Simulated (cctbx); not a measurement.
## Nd2Mo3O9 with cctbx, script by script

Library: cctbx 2025.11. The data are simulated by the first script.

## 1. Simulate the data

run.py:

```python
from cctbx import adptbx, crystal, miller, sgtbx, xray
from cctbx.array_family import flex
from iotbx.shelx import hklf
from scitbx import matrix
import scitbx.random

cs = crystal.symmetry(unit_cell=(9.451, 9.451, 9.451, 90, 90, 90), space_group_symbol='Hall: I 2 2 3')  # I23
atoms = [  # label, site, U (iso, or U11 U22 U33 U12 U13 U23 in A^2), occupancy
    ("Nd1", (0.3028, 0.3028, 0.6972), (0.0119, 0.0119, 0.0119, -0.0005, 0.0005, 0.0005), 1),
    ("Mo1", (0.5, 0.1583, 0), (0.0111, 0.0117, 0.0080, 0.0000, -0.0009, 0.0000), 1),
    ("O1", (0.6765, 0.283, 0.0208), (0.0247, 0.0201, 0.0386, 0.0009, -0.0069, -0.0011), 1),
    ("O2", (0.6376, 0, 0), (0.0386, 0.0203, 0.0177, 0.0000, 0.0000, -0.0022), 1),
]
xs = xray.structure(crystal_symmetry=cs)
for label, site, u, occ in atoms:
    u = adptbx.u_cif_as_u_star(cs.unit_cell(), u) if isinstance(u, tuple) else u
    xs.add_scatterer(xray.scatterer(label, site=site, u=u, occupancy=occ))
xs.set_inelastic_form_factors(0.71073, "sasaki")
xs.show_summary()
p1 = xs.expand_to_p1()
ms = miller.build_set(p1, anomalous_flag=True, d_min=0.77)
flex.set_random_seed(633545)
scitbx.random.set_random_seed(633545)
ms = ms.select(flex.random_double(ms.size()) < 0.9)
i = ms.structure_factors_from_scatterers(p1, algorithm="direct").f_calc().as_intensity_array().data()
i = i * 40000 / flex.max(i)
sig = flex.sqrt(i + flex.pow2(0.06 * i) + 8 ** 2)
noise = scitbx.random.variate(scitbx.random.normal_distribution())(i.size())
data = ms.array(data=i + sig * noise, sigmas=sig).set_observation_type_xray_intensity()
with open("data.hkl", "w") as f:
    data.export_as_shelx_hklf(f)
print("reflections written:", data.size(), " <I/sigma> = %.1f" % flex.mean(data.data() / data.sigmas()))
for h, a, b in list(data.sort("data"))[:12]:
    print("%4d%4d%4d %9.1f %7.1f" % (h + (a, b)))
```

```console
$ python run.py
```

```text
Number of scatterers: 4
At special positions: 3
Unit cell: (9.451, 9.451, 9.451, 90, 90, 90)
Space group: I 2 3 (No. 197)
reflections written: 7086  <I/sigma> = 7.3
   0  -3  -5   46025.2  2408.3
   3   5   0   42716.4  2408.3
  -5   0   3   42298.4  2408.3
   0   3  -5   42179.7  2408.3
   0   0  -6   41936.3  2355.5
  -5   0  -3   41281.4  2408.3
   0   6   0   41006.7  2355.5
   0  -3   5   40398.8  2408.3
   5   0  -3   38617.4  2408.3
   5   0   3   38396.9  2408.3
   0   0   6   37874.5  2355.5
   3  -5   0   37848.0  2408.3
```

It took 0.27 s on 1 thread of Arm Neoverse V2 (shared host), peak memory 0.07 GiB.

## 2. Refinement (refined in the given hand)

run.py:

```python
import math
from cctbx import adptbx, crystal, maptbx, sgtbx, xray
from cctbx.array_family import flex
from cctbx.xray import observations
from iotbx.shelx import hklf
from scitbx.lstbx import normal_eqns_solving
from smtbx import absolute_structure, utils
from smtbx.refinement import constraints, least_squares

cs = crystal.symmetry(unit_cell=(9.451, 9.451, 9.451, 90, 90, 90), space_group_symbol='Hall: I 2 2 3')  # I23
atoms = [  # label, site, U (iso, or U11 U22 U33 U12 U13 U23 in A^2), occupancy
    ("Nd1", (0.3023, 0.3023, 0.6977), 0.0200, 1),
    ("Mo1", (0.5, 0.1608, 0), 0.0200, 1),
    ("O1", (0.6754, 0.2859, 0.0215), 0.0200, 1),
    ("O2", (0.6399, 0, 0), 0.0200, 1),
]
xs = xray.structure(crystal_symmetry=cs)
for label, site, u, occ in atoms:
    u = adptbx.u_cif_as_u_star(cs.unit_cell(), u) if isinstance(u, tuple) else u
    xs.add_scatterer(xray.scatterer(label, site=site, u=u, occupancy=occ))
xs.set_inelastic_form_factors(0.71073, "sasaki")
xs.convert_to_anisotropic()
raw = hklf.reader(file_name="data.hkl").as_miller_arrays(crystal_symmetry=cs, anomalous=True)[0]
merged = raw.eliminate_sys_absent().merge_equivalents()
fo2 = merged.array().set_observation_type_xray_intensity()
print("Rint %.3f, %d unique reflections to %.2f A" % (merged.r_int(), fo2.size(), fo2.d_min()))
for sc in xs.scatterers():
    sc.flags.set_grad_site(True)
    sc.flags.set_grad_u_aniso(sc.flags.use_u_aniso())
    sc.flags.set_grad_u_iso(sc.flags.use_u_iso())
obs = fo2.as_xray_observations()
extra = {}
rep = constraints.reparametrisation(xs, [], utils.connectivity_table(xs), **extra)
ls = least_squares.crystallographic_ls(obs, rep, weighting_scheme=least_squares.mainstream_shelx_weighting(a=0, b=0))
print("cycle     R1     wR2    GooF  max shift (A)")
for cycle in range(8):
    ls.build_up()
    r1, wr2, goof = ls.r1_factor(cutoff_factor=2)[0], ls.wR2(), ls.goof()
    old = xs.sites_cart()
    normal_eqns_solving.levenberg_marquardt_iterations(ls, n_max_iterations=3, tau=1e-06, step_threshold=1e-7)
    big = flex.max((xs.sites_cart() - old).norms())
    print("%4d %7.4f %7.4f %7.3f %9.5f" % (cycle + 1, r1, wr2, goof, big))
    ls.build_up(objective_only=True)
    if abs(ls.wR2() - wr2) < 5e-5 and big < 5e-4:
        break
ls.build_up()
print("final R1 %.4f wR2 %.4f GooF %.3f  parameters %d  data/parameter %.1f" % (ls.r1_factor(cutoff_factor=2)[0], ls.wR2(), ls.goof(), ls.n_parameters, fo2.size() / ls.n_parameters))
cov = ls.covariance_matrix_and_annotations()
su = dict(zip(cov.annotations, (math.sqrt(max(v, 0)) for v in cov.matrix.matrix_packed_u_diagonal())))
a2 = cs.unit_cell().reciprocal_parameters()[0] ** -2
print("atom        x        y        z      Ueq    occ   su(xyz)  su(Uiso or U11)")
for sc in xs.scatterers():
    s = max(su.get(sc.label + k, 0) for k in (".x", ".y", ".z"))
    npd = "" if sc.is_positive_definite_u(cs.unit_cell()) else "  NPD"
    print("%-5s %8.5f %8.5f %8.5f %8.4f %6.3f %8.5f %7.4f%s" % ((sc.label,) + sc.site + (sc.u_iso_or_equiv(cs.unit_cell()), sc.occupancy, s, su.get(sc.label + ".uiso", su.get(sc.label + ".u11", 0) * a2), npd)))
fc = fo2.structure_factors_from_scatterers(xs, algorithm="direct").f_calc()
absolute_structure.flack_analysis(xs, fo2.as_xray_observations()).show()
h = absolute_structure.hooft_analysis(fo2, fc, scale_factor=ls.scale_factor())
print("Hooft y: %.3f(%.0f)  Bijvoet pairs: %d" % (h.hooft_y, 1000 * h.sigma_y, h.n_bijvoet_pairs))
fo = fo2.f_sq_as_f()
fc = fo.structure_factors_from_scatterers(xs, algorithm="direct").f_calc()
diff = fo.f_obs_minus_f_calc(1 / math.sqrt(ls.scale_factor()), fc).average_bijvoet_mates()
m = diff.fft_map(symmetry_flags=maptbx.use_space_group_symmetry, resolution_factor=0.25).apply_volume_scaling()
print("difference map: max %.2f min %.2f rms %.2f" % (m.statistics().max(), m.statistics().min(), m.statistics().sigma()))
peaks = m.peak_search(parameters=maptbx.peak_search_parameters(min_distance_sym_equiv=0.6, max_clusters=6)).all()
near = xs.closest_distances(peaks.sites(), distance_cutoff=4)
sps = cs.special_position_settings(min_distance_sym_equiv=0.5)
for k, (x, h) in enumerate(zip(peaks.sites(), peaks.heights())):
    ss = sps.site_symmetry(x)
    print("Q%-3d %7.4f %7.4f %7.4f %4d %7.2f  %.2f A from %s" % ((k + 1,) + tuple(t % 1 for t in ss.exact_site()) + (ss.multiplicity(), h, near.smallest_distances[k], xs.scatterers()[near.i_seqs[k]].label)))
```

```console
$ python run.py
```

```text
Rint 0.047, 334 unique reflections to 0.77 A
cycle     R1     wR2    GooF  max shift (A)
   1  0.0817  0.2112   9.905   0.03195
   2  0.0081  0.0203   0.950   0.00007
final R1 0.0081 wR2 0.0203 GooF 0.950  parameters 22  data/parameter 15.2
atom        x        y        z      Ueq    occ   su(xyz)  su(Uiso or U11)
Nd1    0.30280  0.30280  0.69720   0.0119  1.000  0.00001  0.0001
Mo1    0.50000  0.15829  0.00000   0.0102  1.000  0.00002  0.0001
O1     0.67659  0.28292  0.02042   0.0280  1.000  0.00026  0.0008
O2     0.63770  0.00000  0.00000   0.0252  1.000  0.00031  0.0013
Flack x: -0.023(7)
Hooft y: -0.011(12)  Bijvoet pairs: 137
difference map: max 0.33 min -0.31 rms 0.08
Q1    0.1316  0.2932  0.7165   24    0.35  1.09 A from O1
Q2    0.0432  0.0608  0.5608   24    0.27  1.01 A from O2
Q3    0.1313  0.2878  0.2814   24    0.25  1.32 A from Nd1
Q4    0.1595  0.1595  0.1595    8    0.23  0.62 A from Nd1
Q5    0.0813  0.1924  0.8025   24    0.22  1.59 A from O1
Q6    0.0438  0.0438  0.0438    8    0.21  2.51 A from Nd1
```

Time: 0.45 s.

## 3. Refinement

run.py, as its changes from the last script of this kind:

```diff
@@ -12,4 +12,4 @@
-    ("Nd1", (0.3023, 0.3023, 0.6977), 0.0200, 1),
-    ("Mo1", (0.5, 0.1608, 0), 0.0200, 1),
-    ("O1", (0.6754, 0.2859, 0.0215), 0.0200, 1),
-    ("O2", (0.6399, 0, 0), 0.0200, 1),
+    ("Nd1", (0.6972, 0.6972, 0.3028), 0.0119, 1),
+    ("Mo1", (0.5, 0.84171, 0), 0.0102, 1),
+    ("O1", (0.32341, 0.71708, 0.97958), 0.0280, 1),
+    ("O2", (0.3623, 0, 0), 0.0252, 1),
```

```console
$ python run.py
```

```text
Rint 0.047, 334 unique reflections to 0.77 A
cycle     R1     wR2    GooF  max shift (A)
   1  0.0345  0.1190   5.581   0.02008
   2  0.0316  0.1055   4.948   0.00013
final R1 0.0316 wR2 0.1055 GooF 4.948  parameters 22  data/parameter 15.2
atom        x        y        z      Ueq    occ   su(xyz)  su(Uiso or U11)
Nd1    0.69724  0.69724  0.30276   0.0119  1.000  0.00006  0.0004
Mo1    0.50000  0.84170  0.00000   0.0104  1.000  0.00012  0.0006
O1     0.32413  0.71669  0.98155   0.0305  1.000  0.00151  0.0041
O2     0.36193  0.00000  0.00000   0.0249  1.000  0.00155  0.0067
Flack x: 0.999(12)
Hooft y: 1.035(13)  Bijvoet pairs: 137
difference map: max 1.99 min -0.51 rms 0.14
Q1    0.1956  0.1956  0.8044    8    2.04  0.03 A from Nd1
Q2    0.0000  0.3482  0.5000   12    0.84  0.06 A from Mo1
Q3    0.0358  0.2892  0.2913   24    0.46  0.38 A from O1
Q4    0.0593  0.1640  0.5566   24    0.36  1.26 A from O1
Q5    0.1377  0.2841  0.2751   24    0.36  1.19 A from O1
Q6    0.0000  0.0954  0.5000   12    0.36  1.59 A from O2
```

Time: 0.43 s.

This run holds a fault made on purpose: the structure inverted.

## 4. Simulate the data

run.py, as its changes from the last script of this kind:

```diff
@@ -18 +18 @@
-xs.set_inelastic_form_factors(0.71073, "sasaki")
+xs.set_inelastic_form_factors(1.54184, "sasaki")
@@ -21,3 +21,3 @@
-ms = miller.build_set(p1, anomalous_flag=True, d_min=0.77)
-flex.set_random_seed(633545)
-scitbx.random.set_random_seed(633545)
+ms = miller.build_set(p1, anomalous_flag=True, d_min=0.83)
+flex.set_random_seed(344053)
+scitbx.random.set_random_seed(344053)
@@ -26 +26 @@
-i = i * 40000 / flex.max(i)
+i = i * 20000 / flex.max(i)
```

```console
$ python run.py
```

```text
Number of scatterers: 4
At special positions: 3
Unit cell: (9.451, 9.451, 9.451, 90, 90, 90)
Space group: I 2 3 (No. 197)
reflections written: 5537  <I/sigma> = 6.8
   0   3  -5   21978.9  1185.2
   5   0  -3   21156.5  1185.2
  -3   5   0   20908.0  1185.2
   0   6   0   20636.4  1208.3
   0   0  -6   20495.1  1208.3
   3   5   0   20344.9  1185.2
  -5   0   3   19898.9  1185.2
   0  -6   0   19455.5  1208.3
   0   3   5   19444.9  1185.2
  -6   0   0   19246.9  1208.3
  -5   0  -3   19115.2  1185.2
  -3  -5   0   19055.3  1185.2
```

Time: 0.26 s.

## 5. Refinement (refined in the given hand)

run.py, as its changes from the last script of this kind:

```diff
@@ -12,4 +12,4 @@
-    ("Nd1", (0.6972, 0.6972, 0.3028), 0.0119, 1),
-    ("Mo1", (0.5, 0.84171, 0), 0.0102, 1),
-    ("O1", (0.32341, 0.71708, 0.97958), 0.0280, 1),
-    ("O2", (0.3623, 0, 0), 0.0252, 1),
+    ("Nd1", (0.3041, 0.3041, 0.6959), 0.0200, 1),
+    ("Mo1", (0.5, 0.1588, 0), 0.0200, 1),
+    ("O1", (0.6764, 0.2785, 0.0208), 0.0200, 1),
+    ("O2", (0.6417, 0, 0), 0.0200, 1),
@@ -21 +21 @@
-xs.set_inelastic_form_factors(0.71073, "sasaki")
+xs.set_inelastic_form_factors(1.54184, "sasaki")
```

```console
$ python run.py
```

```text
Rint 0.048, 261 unique reflections to 0.84 A
cycle     R1     wR2    GooF  max shift (A)
   1  0.0744  0.1836   8.167   0.04064
   2  0.0083  0.0208   0.927   0.00002
final R1 0.0083 wR2 0.0208 GooF 0.927  parameters 22  data/parameter 11.9
atom        x        y        z      Ueq    occ   su(xyz)  su(Uiso or U11)
Nd1    0.30280  0.30280  0.69720   0.0120  1.000  0.00002  0.0001
Mo1    0.50000  0.15829  0.00000   0.0103  1.000  0.00003  0.0002
O1     0.67626  0.28279  0.02061   0.0275  1.000  0.00031  0.0012
O2     0.63755  0.00000  0.00000   0.0251  1.000  0.00039  0.0019
Flack x: 0.005(2)
Hooft y: 0.000(5)  Bijvoet pairs: 106
difference map: max 0.22 min -0.34 rms 0.08
Q1    0.0000  0.0000  0.1005   12    0.22  2.48 A from O2
Q2    0.0343  0.0631  0.1628   24    0.19  2.01 A from O2
Q3    0.0683  0.3441  0.4161   24    0.19  1.02 A from Mo1
Q4    0.0723  0.2455  0.8786   24    0.19  1.73 A from O2
Q5    0.0655  0.1202  0.8552   24    0.18  2.36 A from O1
Q6    0.0510  0.1513  0.7553   24    0.18  1.69 A from O1
```

Time: 0.46 s.

## 6. Simulate the data

run.py, as its changes from the last script of this kind:

```diff
@@ -18 +18 @@
-xs.set_inelastic_form_factors(1.54184, "sasaki")
+xs.set_inelastic_form_factors(0.71073, "sasaki")
@@ -21,3 +21,3 @@
-ms = miller.build_set(p1, anomalous_flag=True, d_min=0.83)
-flex.set_random_seed(344053)
-scitbx.random.set_random_seed(344053)
+ms = miller.build_set(p1, anomalous_flag=True, d_min=0.84)
+flex.set_random_seed(64829)
+scitbx.random.set_random_seed(64829)
@@ -25,0 +26,4 @@
+law = matrix.sqr((-1, 0, 0, 0, -1, 0, 0, 0, -1))
+mate = flex.miller_index([tuple(matrix.row(h) * law) for h in ms.indices()])
+i2 = ms.customized_copy(indices=mate).structure_factors_from_scatterers(p1, algorithm="direct").f_calc().as_intensity_array().data()
+i = (1 - 0.8) * i + 0.8 * i2
@@ -27 +31 @@
-sig = flex.sqrt(i + flex.pow2(0.06 * i) + 8 ** 2)
+sig = flex.sqrt(i + flex.pow2(0.06 * i) + 15 ** 2)
```

```console
$ python run.py
```

```text
Number of scatterers: 4
At special positions: 3
Unit cell: (9.451, 9.451, 9.451, 90, 90, 90)
Space group: I 2 3 (No. 197)
reflections written: 5418  <I/sigma> = 6.7
   3   5   0   21851.6  1208.4
   0   3  -5   21758.3  1208.4
   0  -3  -5   21694.7  1208.4
  -5   0  -3   21309.2  1208.4
   0  -6   0   20848.9  1182.0
   0   3   5   20753.7  1208.4
  -3   5   0   19679.7  1208.4
   5   0   3   19519.2  1208.4
  -3  -5   0   19252.7  1208.4
   0  -3   5   18730.9  1208.4
   0   0   6   18678.7  1182.0
   6   0   0   18624.4  1182.0
```

It took 0.28 s on 1 thread of Arm Neoverse V2, on a shared host, peak memory 0.07 GiB.

[Logs are printed without paths, hosts, clocks, repeated set-up lines and the standing remarks that a program may print on its own settings, such as how far it seeks lower states.]
